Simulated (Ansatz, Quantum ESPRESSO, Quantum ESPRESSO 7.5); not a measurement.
## Screening and band shifts of Cl-GaAs-Cl chair, 1 layer

Aim: how Cl-GaAs-Cl chair, 1 layer screens a field along its normal, and what the field does to its bands.

Program: Quantum ESPRESSO 7.5. Level of theory: plane-wave DFT, RPBE, GBRV ultrasoft pseudopotentials made under PBE (geometry and cross-check by Ansatz 0.2.0 with PAW datasets; geometry under PBE). Results are calculated unless marked as measured.

Report form: the programs' logs are mostly left out.

## 1. Starting point

The cell holds 4 atoms: 2 Cl, 1 As and 1 Ga. Cell: a = 3.977 Å, b = 3.977 Å, c = 22.253 Å, α = 90.0°, β = 90.0°, γ = 120.0°. Vacuum lies along c.

This sheet is a model structure: its symmetry is held, and its stability is not tested here.

## 2. Geometry from Ansatz

The geometry comes first, from a plane-wave PAW code, so that the later runs on this slab share one structure.

input.yaml

```yaml
crystal:
  lattice:
    - [3.9765, 0.0, 0.0]
    - [-1.98825, 3.4437500181, 0.0]
    - [0.0, 0.0, 22.2533333333]
  atoms:
    - { symbol: Cl, position: [0.6666666667, 0.3333333333, 0.3819652487] }
    - { symbol: As, position: [0.6666666667, 0.3333333333, 0.4812762133] }
    - { symbol: Ga, position: [0.3333333333, 0.6666666667, 0.5173756741] }
    - { symbol: Cl, position: [0.3333333333, 0.6666666667, 0.6180347513] }
kpoints:
  mp_grid: { grid: [12, 12, 1] }
hamiltonian:
  xc: pbe
scf:
  occupations: { method: fermi_dirac, width: 0.05 }
  convergence: { dr2_threshold: 1.0e-08 }
efield:
  axis: 3
  dipole_correction: true
  ramp_position: 0.97
  ramp_width: 0.04
relax:
  f_tol: 0.01
  cell: { fix: [c, alpha, beta] }
output:
  write_potential: true
  write_density: true
  volumetric_format: npy
```

The run is started by

```
ansatz run input.yaml --threads 4 --pin off --max-ram 8192MiB --backend cpu --events-out ev --progress --plain --runs-dir out
```

It took 23 s on 4 threads of Arm Neoverse V1, shared host; peak memory 0.7 GiB; 87 s of CPU time.

The steps of the relaxation:

```
step  energy less that of the first step (eV)  largest force component (eV/Å)  pressure (GPa)  volume (Å³)
   1                                   0.0000                          1.0942            0.35       304.74
   2                                  -0.1507                          0.4639            0.41       327.02
   3                                  -0.1681                          0.2878           -0.20       340.50
   4                                  -0.1786                          0.0271           -0.01       337.90
   5                                  -0.1786                          0.0020            0.00       337.64
  6*                                  -0.1803                          0.0023            0.01       337.64
```

Relaxation steps marked * repeat the geometry before them on a plane-wave basis chosen anew for their cell, so energy and pressure can jump there.

Forces are held to the 6 operations that the run works with; a distortion that breaks them can't arise in this run.

```
cell as run  before  after  change
      a (Å)   3.977  4.186  +5.3 %
      b (Å)   3.977  4.186  +5.3 %
```

The atoms that moved most (Å, along periodic axes as changes of fractional coordinates times the final cell, across vacuum about the mean position):

```
atom     dx     dy      dz  length
 Cl4  0.000  0.000  -0.101   0.101
 Cl1  0.000  0.000   0.071   0.071
 As2  0.000  0.000   0.054   0.054
 Ga3  0.000  0.000  -0.024   0.024
```

The relaxed structure:

```xyz
4
Lattice="4.1857 0.0000 0.0000 -2.0928 3.6249 0.0000 0.0000 0.0000 22.2533" Properties=species:S:1:pos:R:3
Cl    2.0928    1.2083    8.5706
As    2.0928    1.2083   10.7641
Ga    0.0000    2.4166   11.4896
Cl    0.0000    2.4166   13.6523
```

Read from the output:

* free energy: -10800.6395 eV
* Fermi energy: -2.941 eV
* gap by band count: 0.7305 eV
* symmetry operations: 6
* dipole along the normal: -0.07687 e·Å
* vacuum level at the upper face over a Fermi level inside the gap: 6.631 eV
* vacuum level at the lower face over a Fermi level inside the gap: 5.714 eV

## 3. SCF with pw.x: no field

The zero-field run is the reference. tefield and dipfield are on already, so that all runs share k-points and boundary.

Level of this step: plane-wave DFT, RPBE, GBRV ultrasoft pseudopotentials made under PBE (Quantum ESPRESSO 7.5). input_dft overrides the functional of the files.

f0.in

```
&control
  prefix = 'f0'
  outdir = './out'
  pseudo_dir = './pseudo'
  calculation = 'scf'
  tprnfor = .true.
  tefield = .true.
  dipfield = .true.
/
&system
  ibrav = 0
  nat = 4
  ntyp = 3
  ecutwfc = 40
  ecutrho = 200
  input_dft = 'rpbe'
  occupations = 'smearing'
  smearing = 'fd'
  degauss = 0.004
  edir = 3
  emaxpos = 0.97
  eopreg = 0.04
  eamp = 0.0
/
&electrons
  conv_thr = 1e-09
  mixing_beta = 0.4
  electron_maxstep = 120
  mixing_mode = 'plain'
/
ATOMIC_SPECIES
  Cl  35.4500  cl_pbe_v1.4.uspp.F.UPF
  As  74.9216  as_pbe_v1.uspp.F.UPF
  Ga  69.7230  ga_pbe_v1.4.uspp.F.UPF
CELL_PARAMETERS angstrom
  4.18569153457015 -0.00000000000000 -0.00000000000000
  -2.09284576728508 3.62491520134322 -0.00000000000000
  -0.00000000000000 -0.00000000000000 22.25333333330000
ATOMIC_POSITIONS crystal
  Cl  0.666666666667 0.333333333333 0.385139916566
  As  0.666666666667 0.333333333333 0.483708777063
  Ga  0.333333333333 0.666666666667 0.516308024242
  Cl  0.333333333333 0.666666666667 0.613495169530
K_POINTS automatic
  12 12 1 0 0 0
```

The run is started by

```
OMP_NUM_THREADS=1 mpirun -n 4 pw.x -nk 4 -in f0.in > f0.out
```

The job ended after 1.8 min (4 MPI ranks; peak memory 0.97 GiB; 7.2 min of CPU time).

This step gave:

| Item | Value |
| --- | --- |
| free energy | -7110.9223 eV |
| Fermi energy | -2.948 eV |
| dipole along the normal | -0.07880 e·Å |
| valence top, on the run's zero | -3.409 eV |
| conduction bottom, on the run's zero | -2.562 eV |
| gap by band count | 0.8468 eV |

The program's own clock; routines nest. Time by routine:

```
     routine  wall time (s)  calls
       PWSCF            108      1
   electrons          103.6      1
     c_bands          82.48     14
     cegterg           73.4    266
       h_psi          55.34   1144
        fftw          47.66  39054
    vloc_psi          44.58   1144
    sum_band           15.8     14
      calbec            7.5   1486
  add_vuspsi           5.36   1144
       s_psi           5.31   1144
h_psi:calbec           5.17   1144
        newd           3.91     15
    init_run           2.98      1
```

The run needed 14 iterations to bring the estimated error under 1e-09 Ry; the largest force on any atom, held or free, is 0.26 eV/Å.

## 4. Potential by pp.x

plot_num = 11 writes the bare and Hartree potential. It leaves out exchange and correlation, which fade slowly, so it flattens close to the surface.

f0.pot.in

```
&inputpp
  prefix = 'f0'
  outdir = './out'
  filplot = 'f0.pot.dat'
  plot_num = 11
/
```

The run is started by

```
OMP_NUM_THREADS=1 mpirun -n 4 pp.x -in f0.pot.in > f0.pot.out
```

It took 1.3 s on 4 MPI ranks; peak memory 0.12 GiB; 5 s of CPU time.

Read from the output:

- slope of the potential above: -1.41e-5 eV/Å
- upper vacuum line continued to the top atoms, over the valence top: 7.008 eV
- slope of the potential below: 7.04e-6 eV/Å
- lower vacuum line continued to the bottom atoms, over the valence top: 6.068 eV
- vacuum level at the upper face over the valence top of the mesh: 7.008 eV
- vacuum level at the lower face over the valence top of the mesh: 6.068 eV

The vacuum is flat to 0.1 meV/Å, so its level is well defined. Inside the slab the curve depends on the local part of the pseudopotentials; only the vacuum level has a meaning of its own.

## 5. Bands along a path: no field

The density is frozen and the levels are solved along a path.

f0.bands.in, as its differences from the input of step 3:

```diff
@@ -1,7 +1,6 @@
 &control
-  prefix = 'f0'
+  prefix = 'f0.bands'
   outdir = './out'
   pseudo_dir = './pseudo'
-  calculation = 'scf'
-  tprnfor = .true.
+  calculation = 'bands'
   tefield = .true.
@@ -23,8 +22,9 @@
   eamp = 0.0
+  nbnd = 25
 /
 &electrons
-  conv_thr = 1e-09
+  conv_thr = 1e-07
   mixing_beta = 0.4
   electron_maxstep = 120
-  mixing_mode = 'plain'
+  mixing_mode = 'local-TF'
 /
@@ -43,3 +43,7 @@
   Cl  0.333333333333 0.666666666667 0.613495169530
-K_POINTS automatic
-  12 12 1 0 0 0
+K_POINTS crystal_b
+4
+  0.0000000000 0.0000000000 0.0000000000 14
+  0.5000000000 0.0000000000 0.0000000000 14
+  0.3333333333 0.3333333333 0.0000000000 14
+  0.0000000000 0.0000000000 0.0000000000 1
```

The run is started by

```
cp -r out/f0.save out/f0.bands.save
cp out/f0.xml out/f0.bands.xml
OMP_NUM_THREADS=1 mpirun -n 4 pw.x -nk 4 -in f0.bands.in > f0.bands.out
```

Wall time 44 s (4 MPI ranks); peak memory 0.43 GiB.

Band numbers count within the set of bands kept for display. The electronic bands at the labelled points (eV, zero at the highest filled level of the SCF mesh; v1 is the highest filled band, c1 the lowest empty one):

```
  point     v4     v3     v2     v1    c1    c2    c3    c4
      Γ  -1.41  -1.41   0.00   0.00  0.85  2.23  4.66  4.66
halfway  -1.90  -1.57  -1.42  -0.39  2.40  2.62  5.20  6.15
      M  -2.18  -1.87  -1.72  -0.64  2.15  2.97  5.07  7.39
halfway  -2.21  -1.88  -1.77  -1.01  2.92  3.52  5.21  6.66
      K  -2.26  -1.91  -1.75  -1.25  3.02  4.65  6.09  6.16
halfway  -1.89  -1.82  -1.42  -0.67  2.65  3.28  4.71  5.90
      Γ  -1.41  -1.41   0.00   0.00  0.85  2.23  4.66  4.66
```

Along this path the valence top lies at Γ and the conduction bottom at Γ.

## 6. SCF with pw.x: field 0.1 V/Å

eamp is the field in Hartree atomic units (1 a.u. = 51.42 V/Å). With dipfield on, it is the field in the vacuum beside an isolated sheet. The run starts from the density of the one before.

f1.in, as its differences from the input of step 3:

```diff
@@ -1,3 +1,3 @@
 &control
-  prefix = 'f0'
+  prefix = 'f1'
   outdir = './out'
@@ -22,3 +22,3 @@
   eopreg = 0.04
-  eamp = 0.0
+  eamp = 0.00194469
 /
@@ -29,2 +29,3 @@
   mixing_mode = 'plain'
+  startingpot = 'file'
 /
```

The run is started by

```
cp -r out/f0.save out/f1.save
OMP_NUM_THREADS=1 mpirun -n 4 pw.x -nk 4 -in f1.in > f1.out
```

The job ended after 82 s (4 MPI ranks; peak memory 0.95 GiB).

Read from the output:

| Quantity | Value |
| --- | --- |
| free energy | -7110.9168 eV |
| Fermi energy | -2.936 eV |
| dipole along the normal | -0.03100 e·Å |
| valence top, on the run's zero | -3.399 eV |
| conduction bottom, on the run's zero | -2.549 eV |
| gap by band count | 0.8508 eV |

The dipole goes from -0.0788 to -0.0310 e Å, 0.4780 e Å per V/Å.

## 7. Electrostatic potential

f1.pot.in

```
&inputpp
  prefix = 'f1'
  outdir = './out'
  filplot = 'f1.pot.dat'
  plot_num = 11
/
```

The run is started by

```
OMP_NUM_THREADS=1 mpirun -n 4 pp.x -in f1.pot.in > f1.pot.out
```

Run time: 1.3 s. Hardware: 4 MPI ranks; peak memory 0.12 GiB; 5 s of CPU time.

Read from the output:

```
slope of the potential above                                          : 0.09999 eV/Å
upper vacuum line continued to the top atoms, over the valence top    : 6.983 eV
slope of the potential below                                          : 0.1000 eV/Å
lower vacuum line continued to the bottom atoms, over the valence top : 6.105 eV
```

The slope in the vacuum is 0.100 eV/Å for an applied 0.10 V/Å, as it should be.

## 8. Ground state: field 0.2 V/Å

f2.in, as its differences from the input of step 6:

```diff
@@ -1,3 +1,3 @@
 &control
-  prefix = 'f1'
+  prefix = 'f2'
   outdir = './out'
@@ -22,3 +22,3 @@
   eopreg = 0.04
-  eamp = 0.00194469
+  eamp = 0.00388938
 /
```

The run is started by

```
cp -r out/f0.save out/f2.save
OMP_NUM_THREADS=1 mpirun -n 4 pw.x -nk 4 -in f2.in > f2.out
```

The job ended after 82 s (4 MPI ranks; peak memory 0.71 GiB; 5.4 min of CPU time).

This step gave:

```
free energy                          : -7110.9161 eV
Fermi energy                         : -2.924 eV
dipole along the normal              : 0.01678 e·Å
valence top, on the run's zero       : -3.390 eV
conduction bottom, on the run's zero : -2.535 eV
gap by band count                    : 0.8543 eV
```

The dipole goes from -0.0788 to 0.0168 e Å, 0.4779 e Å per V/Å.

## 9. Electrostatic potential

f2.pot.in

```
&inputpp
  prefix = 'f2'
  outdir = './out'
  filplot = 'f2.pot.dat'
  plot_num = 11
/
```

The run is started by

```
OMP_NUM_THREADS=1 mpirun -n 4 pp.x -in f2.pot.in > f2.pot.out
```

It took 1.3 s on 4 MPI ranks; peak memory 0.12 GiB; 4.9 s of CPU time.

Read from the output:

- slope of the potential above: 0.2000 eV/Å
- upper vacuum line continued to the top atoms, over the valence top: 6.959 eV
- slope of the potential below: 0.2000 eV/Å
- lower vacuum line continued to the bottom atoms, over the valence top: 6.142 eV

The slope in the vacuum is 0.200 eV/Å for an applied 0.20 V/Å, as it should be.

## 10. Bands along a path: field 0.2 V/Å

f2.bands.in, as its differences from the input of step 5:

```diff
@@ -1,3 +1,3 @@
 &control
-  prefix = 'f0.bands'
+  prefix = 'f2.bands'
   outdir = './out'
@@ -21,3 +21,3 @@
   eopreg = 0.04
-  eamp = 0.0
+  eamp = 0.00388938
   nbnd = 25
```

The run is started by

```
cp -r out/f2.save out/f2.bands.save
cp out/f2.xml out/f2.bands.xml
OMP_NUM_THREADS=1 mpirun -n 4 pw.x -nk 4 -in f2.bands.in > f2.bands.out
```

It took 46 s on 4 MPI ranks; peak memory 0.43 GiB; 3.1 min of CPU time.

Band numbers count within the set of bands kept for display. Electronic bands along the path, in eV, zero at the highest filled level of the SCF mesh; v1 is the highest filled band, c1 the lowest empty one:

```
  point     v4     v3     v2     v1    c1    c2    c3    c4
      Γ  -1.34  -1.34   0.00   0.00  0.85  2.22  4.67  4.67
halfway  -1.88  -1.52  -1.38  -0.38  2.40  2.61  5.19  5.69
      M  -2.16  -1.82  -1.69  -0.62  2.16  2.95  5.09  7.40
halfway  -2.19  -1.87  -1.71  -0.97  2.91  3.52  5.23  6.67
      K  -2.27  -1.91  -1.67  -1.21  3.00  4.66  6.09  6.17
halfway  -1.87  -1.79  -1.36  -0.65  2.64  3.28  4.72  5.76
      Γ  -1.34  -1.34   0.00   0.00  0.85  2.22  4.67  4.67
```

Upper empty bands that drop with the field can be states of the vacuum, held by the sawtooth; they depend on the cell's width.

Along this path the valence top lies at Γ and the conduction bottom at Γ.

## 11. SCF with pw.x: field -0.2 V/Å

f3.in, as its differences from the input of step 8:

```diff
@@ -1,3 +1,3 @@
 &control
-  prefix = 'f2'
+  prefix = 'f3'
   outdir = './out'
@@ -22,3 +22,3 @@
   eopreg = 0.04
-  eamp = 0.00388938
+  eamp = -0.00388938
 /
```

The run is started by

```
cp -r out/f0.save out/f3.save
OMP_NUM_THREADS=1 mpirun -n 4 pw.x -nk 4 -in f3.in > f3.out
```

Wall time 80 s (4 MPI ranks); peak memory 0.97 GiB.

This step gave:

| Item | Value |
| --- | --- |
| free energy | -7110.9476 eV |
| Fermi energy | -2.972 eV |
| dipole along the normal | -0.1744 e·Å |
| valence top, on the run's zero | -3.428 eV |
| conduction bottom, on the run's zero | -2.591 eV |
| gap by band count | 0.8372 eV |

The dipole goes from -0.0788 to -0.1744 e Å, 0.4779 e Å per V/Å.

## 12. Potential by pp.x

f3.pot.in

```
&inputpp
  prefix = 'f3'
  outdir = './out'
  filplot = 'f3.pot.dat'
  plot_num = 11
/
```

The run is started by

```
OMP_NUM_THREADS=1 mpirun -n 4 pp.x -in f3.pot.in > f3.pot.out
```

Run time: 1.3 s. Hardware: 4 MPI ranks; peak memory 0.12 GiB; 5.1 s of CPU time.

Numbers from this step:

| Quantity | Value |
| --- | --- |
| slope of the potential above | -0.2000 eV/Å |
| upper vacuum line continued to the top atoms, over the valence top | 7.059 eV |
| slope of the potential below | -0.2000 eV/Å |
| lower vacuum line continued to the bottom atoms, over the valence top | 5.995 eV |

The slope in the vacuum is -0.200 eV/Å for an applied -0.20 V/Å, as it should be.

Each curve counts from the valence top of its own run.

The potential energy (potential at 0 V/Å) oscillates, so the rows of the table below give means over windows of 1 Å about each position, cut where the curve ends. Its maxima inside the range that stand out by 2 % of the span (Å: eV): 9.5: 3.14, 10.8: 17.4, 12.7: 3.66, 21.6: 7.01. Its minima: 8.6: -5.40, 10.1: 0.00543, 11.5: -8.12, 13.7: -4.67.

The runs together. Table of potential energy by z; means over each step:

```
z (Å)  potential at 0 V/Å (eV)  potential at 0.1 V/Å (eV)  potential at 0.2 V/Å (eV)  potential at -0.2 V/Å (eV)
    0                     6.12                       5.42                       4.72                        7.52
    1                     6.07                       5.35                       4.63                        7.51
    2                     6.07                       5.45                       4.83                        7.31
    3                     6.07                       5.55                       5.03                        7.11
    4                     6.07                       5.65                       5.23                        6.91
    5                     6.07                       5.75                       5.43                        6.71
    6                     6.06                       5.84                       5.62                        6.50
    7                     5.89                       5.76                       5.64                        6.14
    8                     1.26                       1.20                       1.15                        1.37
    9                   -0.943                     -0.974                      -1.01                      -0.882
   10                     3.29                       3.28                       3.27                        3.31
   11                     6.83                       6.83                       6.84                        6.82
   12                    -2.35                      -2.34                      -2.32                       -2.38
   13                     1.44                       1.47                       1.51                        1.36
   14                   -0.237                     -0.177                     -0.118                      -0.358
   15                     6.59                       6.70                       6.82                        6.35
   16                     7.00                       7.21                       7.42                        6.57
   17                     7.01                       7.32                       7.63                        6.39
   18                     7.01                       7.42                       7.83                        6.19
   19                     7.01                       7.52                       8.03                        5.99
   20                     7.01                       7.62                       8.23                        5.79
   21                     7.01                       7.72                       8.43                        5.59
   22                     6.75                       7.10                       7.44                        6.07
```

## 13. Bands along a path: field -0.2 V/Å

f3.bands.in, as its differences from the input of step 10:

```diff
@@ -1,3 +1,3 @@
 &control
-  prefix = 'f2.bands'
+  prefix = 'f3.bands'
   outdir = './out'
@@ -21,3 +21,3 @@
   eopreg = 0.04
-  eamp = 0.00388938
+  eamp = -0.00388938
   nbnd = 25
```

The run is started by

```
cp -r out/f3.save out/f3.bands.save
cp out/f3.xml out/f3.bands.xml
OMP_NUM_THREADS=1 mpirun -n 4 pw.x -nk 4 -in f3.bands.in > f3.bands.out
```

Wall time 47 s (4 MPI ranks); peak memory 0.43 GiB; 3.1 min of CPU time.

Band numbers count within the set of bands kept for display. Electronic bands along the path, in eV, zero at the highest filled level of the SCF mesh; v1 is the highest filled band, c1 the lowest empty one:

```
  point     v4     v3     v2     v1    c1    c2    c3    c4
      Γ  -1.48  -1.48   0.00   0.00  0.84  2.24  4.64  4.64
halfway  -1.93  -1.63  -1.46  -0.40  2.39  2.63  5.18  6.16
      M  -2.21  -1.92  -1.76  -0.66  2.14  2.99  5.04  7.37
halfway  -2.23  -1.89  -1.84  -1.04  2.94  3.52  5.19  6.65
      K  -2.27  -1.90  -1.84  -1.29  3.05  4.63  6.08  6.15
halfway  -1.92  -1.85  -1.47  -0.68  2.67  3.27  4.70  5.90
      Γ  -1.48  -1.48   0.00   0.00  0.84  2.24  4.64  4.64
```

Upper empty bands that drop with the field can be states of the vacuum, held by the sawtooth; they depend on the cell's width.

Along this path the valence top lies at Γ and the conduction bottom at Γ.

(Continued in part 2 of 2.)

[Logs are printed without paths, hosts, clocks, repeated set-up lines and the standing remarks that a program may print on its own settings, such as how far it seeks lower states.]

[Hosts, paths, dates, database ids (printed as entryN), source tags and the programs' standing remarks are cut or masked in the printed files.]

[Maps of the electrostatic potential energy from Ansatz leave out the sawtooth potential of an applied field or a dipole correction, so their vacuum need not be flat; planar profiles and work functions include it.]
